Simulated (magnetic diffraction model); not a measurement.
# Which magnetic order? Tm2VAg3

Space group Pmm2 (no. 25), a = 3.7150 Å, b = 4.3590 Å, c = 7.7190 Å.

```csv
site,atom,x,y,z
1b,Tm,0,1/2,0.5060
1a,Tm,0,0,0.9886
1c,Ag,1/2,0,0.6620
1d,Ag,1/2,1/2,0.1673
1d,Ag,1/2,1/2,0.8403
1c,V,1/2,0,0.3380
```

The compound is invented for this exercise: a known structure type with other elements, its cell scaled to their sizes and not relaxed.

Only Tm is taken to order (form factors of Tm3+); orders and moment sizes are assumed, and not adapted to the symmetry. Radiation: neutrons of λ = 2.41 Å, 3° to 65°; isotropic B of 0.09 Å² (Tm), 0.1 Å² (Ag) and 0.12 Å² (V). The intensities are simulated: I ∝ L Σ (|F_N|² + |F_M⊥|²) for unpolarised neutrons, with F_M = 2.695 fm/μB × Σ f(s) S exp(2πi Q·r) exp(−B s²) at Q = H ± k (one set where k and −k are equivalent), only the part normal to Q counting and L = 1/(sin²θ cos θ). For collinear order S is the moment m, which repeats by lattice and centring translations R with the sign exp(−2πi k·R). Form factors are spin-only for 3d ions and dipole or tabulated for f ions, scattering lengths are Sears's of 1992, and absorption is left out. A label names one of the reflections at its angle. The strongest nuclear line in the range is 100, and lines under 0.2 are left out.

Above the ordering temperature:

```csv
2θ (°),index,I
17.96,(0 0 1),15.7
32.10,(0 1 0),4.4
36.39,(0 0 2),5.4
37.02,(0 1 1),10.1
37.85,(1 0 0),0.9
42.20,(1 0 1),4.1
49.29,(0 1 2),2.9
50.45,(1 1 0),3.9
53.51,(1 0 2),46.8
53.98,(1 1 1),100.0
55.85,(0 0 3),2.3
63.78,(1 1 2),8.9
```

Below it (cell unchanged):

```tsv
2θ (°)	I
17.96	15.7
26.23	85.4
32.10	4.4
36.39	5.4
36.92	58.0
37.02	10.1
37.85	0.9
42.20	4.1
49.29	2.9
50.45	3.9
52.80	31.6
53.51	46.8
53.75	15.7
53.98	100.0
55.85	2.3
60.41	15.2
61.56	15.0
63.78	8.9
```

**Question.** Find the propagation vector, then choose among these models:
A. collinear moments along [110], 4.1 μB on Tm; signs + at (0, 1/2, 0.5060), + at (0, 0, 0.9886)
B. collinear moments along [110], 4.1 μB on Tm; signs + at (0, 1/2, 0.5060), − at (0, 0, 0.9886)
C. collinear moments along [100], 4.1 μB on Tm; signs + at (0, 1/2, 0.5060), + at (0, 0, 0.9886)
D. collinear moments along [100], 4.1 μB on Tm; signs + at (0, 1/2, 0.5060), − at (0, 0, 0.9886)

The new lines index as (1/2 1/2 1/2) at 26.23°, (1/2 1/2 -3/2) at 36.92°, (1/2 1/2 5/2) at 52.80° and (1/2 3/2 -1/2) at 53.75°, that is as H ± k with k = (1/2 1/2 1/2). Half indices mean that the moments reverse under translations with k·R a half-integer, and the magnetic cell has twice the primitive volume.

Magnetic intensity, observed (below minus above) and for each model:

| 2θ (°) | index | observed | A | B | C | D |
| --- | --- | --- | --- | --- | --- | --- |
| 26.23 | (1/2 1/2 -1/2) | 85.4 | 85.4 | 85.4 | 73.2 | 73.2 |
| 36.92 | (1/2 1/2 3/2) | 58.0 | 58.0 | 58.0 | 54.9 | 54.9 |
| 52.80 | (1/2 1/2 5/2) | 31.6 | 31.6 | 31.6 | 30.9 | 30.9 |
| 53.75 | (1/2 3/2 1/2) | 15.7 | 15.7 | 15.7 | 29.9 | 29.9 |
| 60.41 | (1/2 3/2 -3/2) | 15.2 | 15.2 | 15.2 | 24.2 | 24.2 |
| 61.56 | (3/2 1/2 -1/2) | 15.0 | 15.0 | 15.0 | 2.5 | 2.5 |

Models A and B match alike on every line, so these data can't choose among them (such ties are often domains of one structure).

The structure used: k = (1/2 1/2 1/2), collinear moments along [110], 4.1 μB on Tm; signs + at (0, 1/2, 0.5060), + at (0, 0, 0.9886).

[Logs are printed without paths, hosts, clocks, repeated set-up lines and the standing remarks that a program may print on its own settings, such as how far it seeks lower states.]
